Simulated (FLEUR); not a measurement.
**GdP: exchange couplings by hand from total energies**

Can a spin model with one coupling foretell the energy of a further order of GdP?

Program: FLEUR MaX-R8.1. Level of theory: PBEsol with U = 6 eV on Gd f; all-electron FLAPW, Dirac cores, scalar-relativistic bands. Results are calculated unless marked as measured.

## 1. Set-up

The structure is cubic, space group Fm-3m (No. 225). Conventional cell: a = 5.740 Å, b = 5.740 Å, c = 5.740 Å, α = 90.00°, β = 90.00°, γ = 90.00°. Nearest to Gd lie 6 P at 2.87 Å. Nearest to P lie 6 Gd at 2.87 Å. Farther neighbours are not listed.

Coordinates:

```xyz
2
Lattice="0.0000 2.8699 2.8699 2.8699 0.0000 2.8699 2.8699 2.8699 0.0000" Properties=species:S:1:pos:R:3 pbc="T T T"
Gd    0.0000    0.0000    0.0000
P     2.8699    2.8699    2.8699
```

The cell comes from a database of computed structures and need not be the stable phase.

## 2. The parallel order

All energies count from this run. A Hubbard U acts on the open shell, since semilocal functionals spread its electrons too much.

The file n_mmp_mat seeds the f occupations with whole cubic orbitals by Hund's first rule, so that the U acts from the first pass. inpgen writes inp.xml from crystal.txt; cutoffs, mixing, functional, smearing and local orbitals are then set in the file. The k list default-1 (kpts.xml, not shown) is a Γ-centred 8×8×8 mesh; where the ranks do not divide the number of points, some are split in two of half the weight.

The input, inp.xml:

```
<?xml version="1.0" encoding="UTF-8" standalone="no"?>
<fleurInput fleurInputVersion="0.39">
   <comment>
      GdP
   </comment>
   <calculationSetup>
      <cutoffs Kmax="3.6" Gmax="10.8" GmaxXC="10.8" numbands="0"/>
      <scfLoop itmax="130" minDistance="0.0001" maxIterBroyd="15" imix="Anderson" alpha="0.05" precondParam="0.0" spinf="2.0" sdNocoIR="T"/>
      <coreElectrons ctail="T" frcor="F" kcrel="0" coretail_lmax="0"/>
      <xcFunctional name="PBEs" relativisticCorrections="F"/>
      <magnetism jspins="2"/>
      <soc l_soc="F" theta="0.0" phi="0.0" spav="F"/>
      <expertModes spex="0" secvar="F"/>
      <geometryOptimization l_f="F" forcealpha="1.0" forcemix="BFGS" epsdisp="0.00001" epsforce="0.00001"/>
      <ldaU l_linMix="F" mixParam="0.05" spinf="1.0"/>
   </calculationSetup>
   <cell>
      <bzIntegration valenceElectrons="23.0" mode="hist" fermiSmearingEnergy="0.00183747">
         <kPointListSelection listName="default-1"/>
         <xi:include xmlns:xi="http://www.w3.org/2001/XInclude" href="kpts.xml"> </xi:include>
      </bzIntegration>
      <xi:include xmlns:xi="http://www.w3.org/2001/XInclude" href="sym.xml"> </xi:include>
      <bulkLattice scale="1.0">
         <bravaisMatrix>
            <row-1>    0.0000000000000000     5.4233959069468174     5.4233959069468174</row-1>
            <row-2>    5.4233959069468174     0.0000000000000000     5.4233959069468174</row-2>
            <row-3>    5.4233959069468174     5.4233959069468174     0.0000000000000000</row-3>
         </bravaisMatrix>
      </bulkLattice>
   </cell>
   <atomSpecies>
      <species name="Gadolinium7.000" element="Gd" atomicNumber="64">
         <mtSphere radius="2.8" gridPoints="925" logIncrement="0.014"/>
         <atomicCutoffs lmax="10" lnonsphr="8"/>
         <electronConfig flipSpins="F">
            <coreConfig>(1s1/2) (2s1/2) (2p1/2) (2p3/2) (3s1/2) (3p1/2) (3p3/2) (4s1/2) (3d3/2) (3d5/2) (4p1/2) (4p3/2) (4d3/2) (4d5/2)</coreConfig>
            <valenceConfig>(5s1/2) (5p1/2) (5p3/2) (6s1/2) (4f5/2) (4f7/2) (5d3/2) (5d5/2)</valenceConfig>
            <stateOccupation state="(4f5/2)" spinUp="2.5" spinDown="0.5"/>
            <stateOccupation state="(4f7/2)" spinUp="4.0" spinDown="0.0"/>
            <stateOccupation state="(5d3/2)" spinUp="0.4" spinDown="0.0"/>
            <stateOccupation state="(5d5/2)" spinUp="0.6" spinDown="0.0"/>
         </electronConfig>
         <energyParameters s="6" p="6" d="5" f="4"/>
         <ldaU l="3" U="6.0" J="0.0" l_amf="F"/>
         <lo type="SCLO" l="0" n="5" eDeriv="0"/>
         <lo type="SCLO" l="1" n="5" eDeriv="0"/>
      </species>
      <species name="Phosphorous (P)" element="P" atomicNumber="15">
         <mtSphere radius="2.09" gridPoints="691" logIncrement="0.017"/>
         <atomicCutoffs lmax="8" lnonsphr="6"/>
         <electronConfig flipSpins="F">
            <coreConfig>(1s1/2) (2s1/2) (2p1/2) (2p3/2)</coreConfig>
            <valenceConfig>(3s1/2) (3p1/2) (3p3/2)</valenceConfig>
            <stateOccupation state="(3p1/2)" spinUp="0.500000" spinDown="0.500000"/>
            <stateOccupation state="(3p3/2)" spinUp="1.000000" spinDown="1.000000"/>
         </electronConfig>
         <energyParameters s="3" p="3" d="3" f="4"/>
      </species>
   </atomSpecies>
   <atomGroups>
      <atomGroup species="Gadolinium7.000">
         <relPos label="                   1">.0000000000 .0000000000 .0000000000</relPos>
         <force calculate="T" relaxXYZ="TTT"/>
      </atomGroup>
      <atomGroup species="Phosphorous (P)">
         <relPos label="                   2">1.000/2.000 1.000/2.000 1.000/2.000</relPos>
         <force calculate="T" relaxXYZ="TTT"/>
      </atomGroup>
   </atomGroups>
   <output dos="F" band="F" slice="F">
      <bandDOS minEnergy="-.5*Htr" maxEnergy="0.5*Htr" sigma="0.015" storeEVData="T"/>
      <plotting iplot="0" polar="F">
         <plot TwoD="T" vec1="  1.0  0.0  0.0" vec2="  0.0  1.0  0.0" vec3="  0.0  0.0  1.0" zero="  0.0  0.0  0.0" file="plot"/>
      </plotting>
      <moessbauerParams electricFieldGradient="F" isomerShift="F" coreHyperfine="F" valenceHyperfine="F"/>
   </output>
</fleurInput>
```

The input, crystal.txt:

```
GdP
&input film=F cartesian=F /
0.00000000000  2.86993751970  2.86993751970
2.86993751970  0.00000000000  2.86993751970
2.86993751970  2.86993751970  0.00000000000
1.8897261246
1.0 1.0 1.0

2
64 0.00000000000  0.00000000000  0.00000000000 : 7.000
15 0.50000000000  0.50000000000  0.50000000000

&kpt div1=8 div2=8 div3=8 gamma=T /
```

The run is started by

```
> OMP_NUM_THREADS=1 inpgen -f crystal.txt > inpgen.log  # inp.xml is then edited as shown
> OMP_NUM_THREADS=1 mpirun -n 4 fleur_MPI > fleur.log
```

The program printed:

```text
Welcome to FLEUR        (www.flapw.de)
      MaX-Release 8.1          (www.max-centre.eu)

 ========== k-point set info ==========
 Selected k-point list: default-1
 k-point list type: mesh
 0 x 0 x 0
 Number of k points: 32

 [... set-up left out ...]
 Iteration:     1   Distance:      22.46993394 me/bohr^3
 Iteration:     2   Distance:      21.54198796 me/bohr^3
 Iteration:     3   Distance:       7.74306874 me/bohr^3
 Iteration:     4   Distance:       4.13542634 me/bohr^3
 Iteration:     5   Distance:       1.54608950 me/bohr^3
[...]
[... left out ...]
            <freeEnergy value="-11618.3570500644"/>
            <extrapolationTo0K value="-11618.3570095517"/>
         </totalEnergy>
         [... left out ...]
         <ldaUDensityMatrixConvergence>
            <distance spin="1" distance="0.000000"/>
            <distance spin="2" distance="0.000001"/>
         </ldaUDensityMatrixConvergence>
         <densityConvergence units="me/bohr^3">
            <chargeDensity spin="1" distance="0.0000383733"/>
            <chargeDensity spin="2" distance="0.0000423534"/>
            <overallChargeDensity distance="0.0000733453"/>
            <spinDensity distance="0.0000339574"/>
         </densityConvergence>
      </iteration>
```

Wall time 9 s (4 MPI ranks of Intel Xeon 6975P-C (Granite Rapids), shared host); peak memory 0.25 GiB; 35 s of CPU time.

Spin moment in the muffin-tin sphere by atom:

| atom | spin moment in the muffin-tin sphere (μB) |
| --- | --- |
| Gd1 | 7.05 |
| P2 | -0.07 |

Read from the output:

```yaml
free_energy: -316151.6012 eV
program_s_band_gap_on_this_mesh_in_a_metal_only_a_level_spacing: 0 eV
magnetization: 7.003 μB
final_state: ferromagnetic, with opposed induced moments
```

After 15 cycles the largest moment stands at 7.05 μB.

## 3. The orders used for the fit

The other orders were run with the same settings, on meshes that hold the same points. Free energies are divided by the number of Gd atoms; q is in fractions of the reciprocal vectors of the first run's cell.

| order | atoms | mesh | free energy (eV) | eV per Gd | largest moment (μB) |
| --- | --- | --- | --- | --- | --- |
| F + | 2 | 8×8×8 | -316151.6012 | -316151.6012 | 7.05 |
| AF q=(0,0,1/2) +- | 4 | 8×8×4 | -632303.2193 | -316151.6096 | 7.08 |

## 4. Counting neighbours

With E = −Σ J e_i·e_j over ordered pairs of unit vectors, turning a neighbour from parallel to opposed costs 2J a Gd atom. So an order lies 2 Σ n J over the parallel one, n being the opposed neighbours in each shell.

| shell | distance (Å) | neighbours | opposed in AF q=(0,0,1/2) +- | opposed in AF q=(0,1/2,1/2) +- |
| --- | --- | --- | --- | --- |
| J1 | 4.06 | 12 | 6 | 8 |
| J2 | 5.74 | 6 | 6 | 0 |

Only J1 is kept.

## 5. Solving

```
2 × 6 × J1 = -8.4 meV    (AF q=(0,0,1/2) +-)
J1 = -0.70 meV
```

## 6. The test

The couplings now give the orders that were left out:

```
2 × 8 × (-0.70) = -11.2 meV    (AF q=(0,1/2,1/2) +-)
```

The runs themselves:

| order | atoms | mesh | free energy (eV) | eV per Gd | largest moment (μB) | over the parallel order (meV) | foretold (meV) |
| --- | --- | --- | --- | --- | --- | --- | --- |
| AF q=(0,1/2,1/2) +- | 4 | 8×4×8 | -632303.2099 | -316151.6049 | 7.07 | -3.7 | -11.2 |

## 7. One more shell

One try is to add the next shell, though changing moments can also cause the miss. Both differences then fix both couplings, and no order is left for a test.

```
2 × 6 × J1 + 2 × 6 × J2 = -8.4 meV    (AF q=(0,0,1/2) +-)
2 × 8 × J1 = -3.7 meV    (AF q=(0,1/2,1/2) +-)
J1 = -0.23 meV
J2 = -0.47 meV
```

## 8. Results

| Property | Result |
| --- | --- |
| effective coupling of the reversed pairs, counted on J1 (Gd–Gd at 4.06 Å) | -0.7 meV |
| largest miss on the orders left out | 7.5 meV |
| J1 with two shells | -0.23 meV |
| J2 with two shells | -0.47 meV |

What this shows: The model misses the order left out by 7.5 meV, 89 % of the largest distance from the parallel order, so it fails: these couplings alone don't describe the crystal. With the next shell added the couplings are J1 = -0.23 and J2 = -0.47 meV, untested. The largest moments of the orders differ by 0.51 % of the greatest. One difference fixes one number: it sums all reversed shells and need not be the coupling of the nearest one, even in sign. The f shell is half filled, so the spin-only picture is fair.

[Logs and program files are shortened in this print: banners, set-up blocks, solver, clock and traceback lines can be left out without a mark of their own.]

[Logs are printed without paths, hosts, clocks, repeated set-up lines and the standing remarks that a program may print on its own settings, such as how far it seeks lower states.]

[Hosts, paths, dates, database ids (printed as entryN), source tags and the programs' standing remarks are cut or masked in the printed files.]

[Where a cell is said to come from a database of computed structures, the database is the Materials Project.]
